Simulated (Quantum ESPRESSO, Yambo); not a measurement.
Planning a run of Yambo 5.3.0 on SnSO (1T monolayer (Janus)). The input:

```
HF_and_locXC
gw0
dyson
ppa
em1d
rim_cut
rim_w
RandQpts= 3000000
RandGvec= 100 RL
CUTGeo= "slab z"
RandGvecW= 9 RL
EXXRLvcs= 84 Ry
VXCRLvcs= 336 Ry
Chimod= "HARTREE"
% BndsRnXp
 1 | 96 |
%
NGsBlkXp= 8 Ry
% LongDrXp
 1 | 1 | 0 |
%
% GbndRnge
 1 | 96 |
%
DysSolver= "n"
ExtendOut
PPAPntXp= 27.21138 eV
% QPkrange
 1 | 1 | 16 | 19 |
%
```

```sh
OMP_NUM_THREADS=1 mpirun -n 4 yambo -F gw1.in -J gw1 -C gw1 > gw1.log
```

The stored states that it reads are on a 9×9×1 mesh. The cell holds 3 atoms: 1 Sn, 1 O and 1 S. Cell: a = 3.469 Å, b = 3.469 Å, c = 14.000 Å, α = 90.0°, β = 90.0°, γ = 120.0°. Vacuum lies along c.

How long will it take on 4 MPI ranks of Arm Neoverse V2, shared host, and how much memory?

It took 6.2 min; on shared hardware allow 3.1 min to 12 min. Peak host memory was 3.2 GiB.

The screening grows as filled bands × empty bands × pairs of k points, times the square of the screening basis for the matrix.

[Paths, hosts, dates, memory and timing lines, banners, echoed tables and standing remarks are left out of the program output.]

[Logs are printed without paths, hosts, clocks, repeated set-up lines and the standing remarks that a program may print on its own settings, such as how far it seeks lower states.]

[Runs of the session that timed out or met a known fault of the program may be left out.]

[Hosts, paths, dates, database ids (printed as entryN), source tags and the programs' standing remarks are cut or masked in the printed files.]
